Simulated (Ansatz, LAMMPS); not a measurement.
# Zn39S26Se13 with crystalline order left by the classical run (78 atoms): geometry optimisation, part 2 of 3

Aim: bring Zn39S26Se13 with crystalline order left by the classical run (78 atoms) to a nearby minimum of the energy and see what moves.

Ansatz 0.2.0; Kohn-Sham DFT, PBE, PAW (set soft_2), plane waves.

The cell: 39 Zn, 26 S and 13 Se. The quench rate of 10 K/ps far exceeds what a furnace or splat quench reaches. The network of bonds at the start is that of the classical potential that made the cell. Sampling is at Γ alone, for a cell whose shortest periodic width is 12 Å.

So far. Step 3 (Single point at the start): Neighbours are counted within 2.83 Å (Zn-S), 2.88 Å (Zn-Se).

## (4) Relaxation

With the cell held, the atoms are moved downhill towards a nearby minimum.

File input.yaml:

```yaml
crystal:
  lattice:
    - [11.8, 0.0, 0.0]
    - [0.0, 11.8, 0.0]
    - [0.0, 0.0, 11.8]
  atoms:
    [... the 78 atom lines of step 3 ...]
kpoints:
  mp_grid: { grid: [1, 1, 1] }
hamiltonian:
  xc: pbe
scf:
  occupations: { method: gaussian, width: 0.05 }
output:
  forces: true
relax:
  f_tol: 0.03
  max_steps: 119
```

Started as:

```
ansatz run input.yaml --threads 4 --pin off --max-ram 8192MiB --backend cpu --events-out ev --progress --plain --runs-dir out
```

Numbers of over 12 decimals in the logs are rounded to 6 here.

What it wrote:

```text
[...]
Crystal: 78 atoms, lattice volume = 1643.032 Å³
Basis set: ecut = 420 eV, 31967 PW (Γ), exchange–correlation on 160×160×160 points (8 copies of the dense FFT grid, shifted against one another)
Bands: 500, of which v1, the nominal top of the filled ones, is band 416 counted from 1 (415 counted from 0)
Symmetry: 1 space group operations
[...]
k-points: 1
[...]
SCF iter   1: F=—  HF=-224046.304342 eV  |F-HF|=—  |Δ(HF+E_count)|=         —  Δρ=2.09e-3  dr2=4.00e-1  ethr=1.77e-3  ⟨swp⟩=6.0  Hψ=2053  notcnv=0  defer=31
[...]
SCF iter  16: F=-224046.225803 eV  HF=-224046.225814 eV  |F-HF|=1.14e-5  |Δ(HF+E_count)|=   8.79e-7  Δρ=1.88e-5  dr2=1.38e-5  ethr=2.70e-9  ⟨swp⟩=3.0  Hψ=1237  notcnv=0
SCF 1 converged in 16 iterations: F = -224046.225803 eV  dr2 = 1.38e-5
[...]
relax step   1: F+E_penalty+E_count = -224046.22580305 eV  Δ(F+E_penalty+E_count) = +0.000e0 eV  max|allowed force component| = 1.348e0 eV/Å  Δτ_max = 0.0000 Å  (16 SCF iters, dr2 threshold 2.25e-5 eV, accepted)
[...]
relax step   2: F+E_penalty+E_count = -224047.39442903 eV  Δ(F+E_penalty+E_count) = -1.169e0 eV  max|allowed force component| = 9.594e-1 eV/Å  Δτ_max = 0.1981 Å  (8 SCF iters, dr2 threshold 1.00e-4 eV, accepted)
[...]
relax step   3: F+E_penalty+E_count = -224048.37396624 eV  Δ(F+E_penalty+E_count) = -9.795e-1 eV  max|allowed force component| = 6.572e-1 eV/Å  Δτ_max = 0.1951 Å  (7 SCF iters, dr2 threshold 5.75e-5 eV, accepted)
relax step   4: F+E_penalty+E_count = -224048.78204772 eV  Δ(F+E_penalty+E_count) = -4.081e-1 eV  max|allowed force component| = 3.377e-1 eV/Å  Δτ_max = 0.1957 Å  (6 SCF iters, dr2 threshold 1.00e-4 eV, accepted)
relax step   5: F+E_penalty+E_count = -224048.94902880 eV  Δ(F+E_penalty+E_count) = -1.670e-1 eV  max|allowed force component| = 1.771e-1 eV/Å  Δτ_max = 0.2000 Å  (8 SCF iters, dr2 threshold 3.01e-5 eV, accepted)
relax step   6: F+E_penalty+E_count = -224048.99560665 eV  Δ(F+E_penalty+E_count) = -4.658e-2 eV  max|allowed force component| = 8.512e-2 eV/Å  Δτ_max = 0.0779 Å  (7 SCF iters, dr2 threshold 8.28e-6 eV, accepted)
relax step   7: F+E_penalty+E_count = -224049.00089089 eV  Δ(F+E_penalty+E_count) = -5.284e-3 eV  max|allowed force component| = 4.633e-2 eV/Å  Δτ_max = 0.0559 Å  (7 SCF iters, dr2 threshold 1.67e-6 eV, accepted)
[...]
relax step   8: F+E_penalty+E_count = -224049.00569666 eV  Δ(F+E_penalty+E_count) = -4.806e-3 eV  max|allowed force component| = 2.226e-2 eV/Å  Δτ_max = 0.0286 Å  (7 SCF iters, accepted)
SCF converged after 7 iterations
Free energy (F): -224049.005697 eV
[...]
Internal energy: -224049.005697 eV  (E = F + TS)
E sigma→0 (E₀):  -224049.005697 eV
Fermi energy:    6.969682 eV
[...]
--- Forces (eV/Å), atoms counted from 1 ---
  atom   1  Zn     0.00950346    -0.00263472    -0.00517338
  atom   2  Zn     0.00513760     0.00468735     0.00307345
  atom   3  Zn    -0.00082391    -0.00201088    -0.00119849
  atom   4  Zn    -0.00108473     0.00511788    -0.00081597
  atom   5  Zn     0.00976538    -0.00314441     0.00571968
  atom   6  Zn     0.00095575    -0.00570867    -0.00696654
  atom   7  Zn     0.00192165     0.00455746     0.00266907
  atom   8  Zn    -0.00414821     0.00331924     0.00081753
  atom   9  Zn    -0.00955735    -0.00815261     0.00106694
  atom  10  Zn    -0.00055850    -0.00338871     0.00136344
  atom  11  Zn    -0.00318160     0.00209791    -0.00704050
  atom  12  Zn    -0.00147546    -0.00196606     0.00132133
  atom  13  Zn    -0.00382880    -0.00519063    -0.00517623
  atom  14  Zn    -0.00969002     0.00176605    -0.00281179
[...]
atom  77  Se    -0.01026957     0.00870739    -0.00626480
  atom  78  Se    -0.00259617    -0.00959372     0.00097825
  max |Σ_I F_I| component: 4.78e-5 eV/Å
--- Relaxed structure (8 steps of the walk, 8 accepted, 0 SCFs on fresh bases) ---
  F+E_penalty+E_count = -224049.00569666 eV   max|allowed force component| = 2.226e-2 eV/Å
  atoms:
    - { symbol: Zn, position: [0.174731, 0.434250, 0.389874] }
    - { symbol: Zn, position: [0.349068, 0.393502, 0.928508] }
    - { symbol: Zn, position: [0.560492, 0.652101, 0.036079] }
    - { symbol: Zn, position: [0.863709, 0.155392, 0.943330] }
[...]
- { symbol: Se, position: [0.503503, 0.526348, 0.884727] }
```

Wall time 2.3 min (4 threads of Arm Neoverse V2, shared host); peak memory 2.4 GiB.

Relaxation path:

| step | energy less that of the first step (eV) | largest force component (eV/Å) |
| --- | --- | --- |
| 1 | 0.0000 | 1.3478 |
| 2 | -1.1686 | 0.9594 |
| 3 | -2.1482 | 0.6572 |
| 4 | -2.5562 | 0.3377 |
| 5 | -2.7232 | 0.1771 |
| 6 | -2.7698 | 0.0851 |
| 7 | -2.7751 | 0.0463 |
| 8 | -2.7799 | 0.0223 |

The atoms that moved most (Å):

| atom | dx | dy | dz | length |
| --- | --- | --- | --- | --- |
| Zn11 | 0.536 | -0.399 | -0.168 | 0.689 |
| Zn15 | -0.173 | 0.392 | -0.499 | 0.657 |
| Zn7 | -0.463 | -0.382 | 0.163 | 0.622 |
| Zn1 | 0.174 | 0.315 | 0.441 | 0.569 |
| S48 | -0.161 | -0.271 | -0.421 | 0.526 |
| S59 | -0.198 | 0.159 | 0.070 | 0.264 |
| S54 | 0.167 | 0.118 | -0.081 | 0.220 |
| S58 | 0.051 | -0.118 | 0.109 | 0.168 |

The relaxation changed the energy by -35.6 meV/atom, and atoms moved by 0.17 Å r.m.s., 0.69 Å at most.

## (5) Structure statistics after relaxation

Bonds before and after, by the cutoffs listed below:

| pair | bonds before | bonds after | mean before (Å) | mean after (Å) | spread before (Å) | spread after (Å) |
| --- | --- | --- | --- | --- | --- | --- |
| Zn-S | 100 | 100 | 2.367 | 2.337 | 0.020 | 0.043 |
| Zn-Se | 52 | 52 | 2.438 | 2.442 | 0.009 | 0.025 |

Density 4.46 g/cm³, 21.06 Å³ an atom.

Pair distribution functions g(r), in bins of 0.2 Å:

| r (Å) | total | Zn-Zn | Zn-S | Zn-Se | S-S | S-Se | Se-Se |
| --- | --- | --- | --- | --- | --- | --- | --- |
| 2.20 | 0.88 | 0.00 | 2.64 | 0.00 | 0.00 | 0.00 | 0.00 |
| 2.40 | 4.95 | 0.00 | 9.21 | 11.26 | 0.00 | 0.00 | 0.00 |
| 2.60 | 0.00 | 0.00 | 0.00 | 0.00 | 0.00 | 0.00 | 0.00 |
| 2.80 | 0.00 | 0.00 | 0.00 | 0.00 | 0.00 | 0.00 | 0.00 |
| 3.00 | 0.00 | 0.00 | 0.00 | 0.00 | 0.00 | 0.00 | 0.00 |
| 3.20 | 0.04 | 0.17 | 0.00 | 0.00 | 0.00 | 0.00 | 0.00 |
| 3.40 | 0.09 | 0.36 | 0.00 | 0.00 | 0.00 | 0.00 | 0.00 |
| 3.60 | 0.86 | 2.16 | 0.05 | 0.00 | 1.60 | 1.00 | 0.59 |
| 3.80 | 2.24 | 4.08 | 0.17 | 0.00 | 4.57 | 5.01 | 3.22 |
| 4.00 | 3.14 | 5.25 | 0.08 | 0.08 | 6.68 | 7.21 | 8.86 |
| 4.20 | 0.57 | 0.75 | 0.75 | 0.71 | 0.00 | 0.11 | 0.00 |
| 4.40 | 2.13 | 0.05 | 3.98 | 4.77 | 0.00 | 0.00 | 0.00 |
| 4.60 | 0.84 | 0.04 | 1.83 | 1.35 | 0.00 | 0.00 | 0.00 |
| 4.80 | 1.12 | 0.15 | 2.13 | 2.19 | 0.00 | 0.00 | 0.00 |
| 5.00 | 0.30 | 0.38 | 0.37 | 0.32 | 0.23 | 0.07 | 0.00 |
| 5.20 | 0.69 | 1.01 | 0.17 | 0.10 | 1.35 | 1.33 | 2.28 |
| 5.40 | 0.41 | 0.83 | 0.02 | 0.09 | 0.80 | 0.81 | 0.27 |
| 5.60 | 0.23 | 0.25 | 0.41 | 0.16 | 0.06 | 0.00 | 0.00 |
| 5.80 | 1.03 | 0.48 | 1.53 | 1.65 | 0.40 | 0.62 | 0.23 |

Bonds by pair of elements; cutoffs follow the first minimum of g(r), held within bounds set by covalent radii, and pairs that aren't listed don't count as bonded:

| pair A-B | cutoff (Å) | bonds | mean length (Å) | spread (Å) | shortest (Å) | B about A | A about B |
| --- | --- | --- | --- | --- | --- | --- | --- |
| Zn-S | 2.83 | 100 | 2.34 | 0.043 | 2.21 | 2.56 | 3.85 |
| Zn-Se | 2.88 | 52 | 2.44 | 0.025 | 2.35 | 1.33 | 4 |

How many atoms have how many bonded neighbours:

| element | mean | 3 | 4 |
| --- | --- | --- | --- |
| S | 3.85 | 4 | 22 |
| Se | 4 | 0 | 13 |
| Zn | 3.90 | 4 | 35 |

Bond angles, per cent of each kind in bins of 5°:

| angle (°) | Zn-S-Zn | S-Zn-Se | S-Zn-S | Zn-Se-Zn | Se-Zn-Se |
| --- | --- | --- | --- | --- | --- |
| 85–90 | 2.1 | 0.0 | 0.0 | 0.0 | 0.0 |
| 90–95 | 0.0 | 0.0 | 0.0 | 0.0 | 0.0 |
| 95–100 | 6.2 | 4.8 | 0.0 | 2.6 | 12.0 |
| 100–105 | 16.0 | 25.0 | 14.0 | 21.8 | 8.0 |
| 105–110 | 25.7 | 21.2 | 20.4 | 19.2 | 60.0 |
| 110–115 | 29.9 | 37.5 | 36.6 | 44.9 | 20.0 |
| 115–120 | 16.0 | 8.6 | 20.4 | 10.3 | 0.0 |
| 120–125 | 4.2 | 2.9 | 8.6 | 1.3 | 0.0 |

Bond angles (no mean is given where the spread exceeds 20°):

| angle | count | mean (°) | spread (°) |
| --- | --- | --- | --- |
| Zn-S-Zn | 144 | 109 | 6.8 |
| S-Zn-Se | 104 | 109 | 5.6 |
| S-Zn-S | 93 | 112 | 5.5 |
| Zn-Se-Zn | 78 | 109 | 5 |
| Se-Zn-Se | 25 | 107 | 4.4 |

Bond length by coordination (bonds to H left out):

| element | coordination | atoms | mean bond length (Å) |
| --- | --- | --- | --- |
| S | 3 | 4 | 2.27 |
| S | 4 | 22 | 2.35 |
| Zn | 3 | 4 | 2.28 |
| Zn | 4 | 35 | 2.38 |

Rings of the network by King's shortest-path rule, up to 12 atoms, one path for each pair of neighbours; H, halogens, alkali and alkaline-earth atoms are left out, and the last column divides by all other atoms, bonded or not:

| ring size (atoms) | rings | per network atom |
| --- | --- | --- |
| 6 | 136 | 1.74 |

First main peaks of g(r), for some of the pairs, lie near 3.9 Å (Zn-Zn), 2.3 Å (Zn-S), 2.4 Å (Zn-Se), 3.9 Å (S-S), 3.9 Å (S-Se) and 4.0 Å (Se-Se). By these cutoffs 85 % of S atoms have 4, all Se atoms have 4 and 90 % of Zn atoms have 4 bonded neighbours. The Zn-S-Zn angle averages 109° with a spread of 7°. All rings counted have 6 atoms.

(Continued in part 3 of 3.)

[Logs are printed without paths, hosts, clocks, repeated set-up lines and the standing remarks that a program may print on its own settings, such as how far it seeks lower states.]

[Hosts, paths, dates, database ids (printed as entryN), source tags and the programs' standing remarks are cut or masked in the printed files.]
